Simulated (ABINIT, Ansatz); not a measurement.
Records of electronic-structure calculations.

**Quasiparticle gap of MgZrF6 (Fm-3m) in ABINIT**

Symmetry: Fm-3m, No. 225, cubic system. The conventional cell has a = 7.976 Å, b = 7.976 Å, c = 7.976 Å, α = 90.00°, β = 90.00°, γ = 90.00°. Nearest to Mg lie 6 F at 1.98 Å. Nearest to Zr lie 6 F at 2.01 Å. Nearest to F lie 1 Mg at 1.98 Å and 1 Zr at 2.01 Å. Farther neighbours, and contacts between anions beyond the nearest, are not listed.

```xyz
8
Lattice="0.0000 3.9880 3.9880 3.9880 0.0000 3.9880 3.9880 3.9880 0.0000" Properties=species:S:1:pos:R:3 pbc="T T T"
Mg    3.9880    3.9880    3.9880
Zr    0.0000    0.0000    0.0000
F     2.0130    3.9880    3.9880
F     5.9631    3.9880    3.9880
F     3.9880    2.0130    3.9880
F     3.9880    5.9631    3.9880
F     3.9880    3.9880    2.0130
F     3.9880    3.9880    5.9631
```

- method: RPA screening on LDA, plane waves, norm-conserving pseudopotentials (and 2 further levels or steps)
- program: ABINIT 10.8.3
- settings: cutoff 38 Ha, PseudoDojo scalar-relativistic 0.4.1 standard, norm-conserving, ngkpt (2, 2, 2), nband 94, ecuteps 3.6 Ha, inclvkb 2, shiftk (0, 0, 0), symchi 1, awtr 1, frequency ppm, 2×2×2 k-mesh
- cost: 5 runs, 2.4 min in all on 4 MPI ranks of Arm Neoverse V2, shared host
- notes: The program’s warnings: nproc spkpt=  >= nkpt= * nsppol=. The cell and positions are those that the Materials Project relaxed with its own functionals (PBE, PBE+U or r2SCAN), kept fixed. Limits: no spin-orbit coupling. The 2×2×2 mesh is coarse for this cell, which bears on the long-range parts of exchange and screening.
- LDA gap: 6.82 eV, direct
- G0W0 gap on the mesh: 12.08 eV
- GW settings: 2×2×2 mesh, 94 bands, screening to 98 eV, Godby-Needs plasmon pole
- known limits: short of the basis limit; no spin-orbit coupling; coarse k mesh

G0W0 moves the gap on the mesh from 6.82 eV to 12.08 eV (+5.26 eV), with Z of 0.81 and 0.86 at the edges. Local fields lower the RPA ε∞ on this mesh from 2.18 to 1.99; a Γ-centred mesh this coarse tends to raise both, most where the direct gap is narrow, while a short band sum lowers them.

[Long decimals in the printed logs are rounded to 6 places.]

[Logs are printed without paths, hosts, clocks, repeated set-up lines and the standing remarks that a program may print on its own settings, such as how far it seeks lower states.]

[Paths, hosts, dates, memory and timing lines, banners, echoed tables and standing remarks are left out of the program output; an Ansatz launch command may be rebuilt from the run's recorded settings. Measured values are a selection of at most five: reports struck by readers or far from the other reports are left out. None is set beside runs whose start may be inverted or whose files or cutoffs have a known fault.]

[Runs of the session that timed out or met a known fault of the program may be left out.]

[Hosts, paths, dates, database ids (printed as entryN), source tags and the programs' standing remarks are cut or masked in the printed files.]

[G0W0 gaps are taken among the corrected bands and points alone; a level outside them can change the order at an edge.]

[Where Ansatz stands beside ABINIT at settings called matched, ABINIT's density can come from a denser mesh and the files from another edition; pairs whose starting gaps differed by over 0.03 eV were left out, so agreement reads better than it is.]
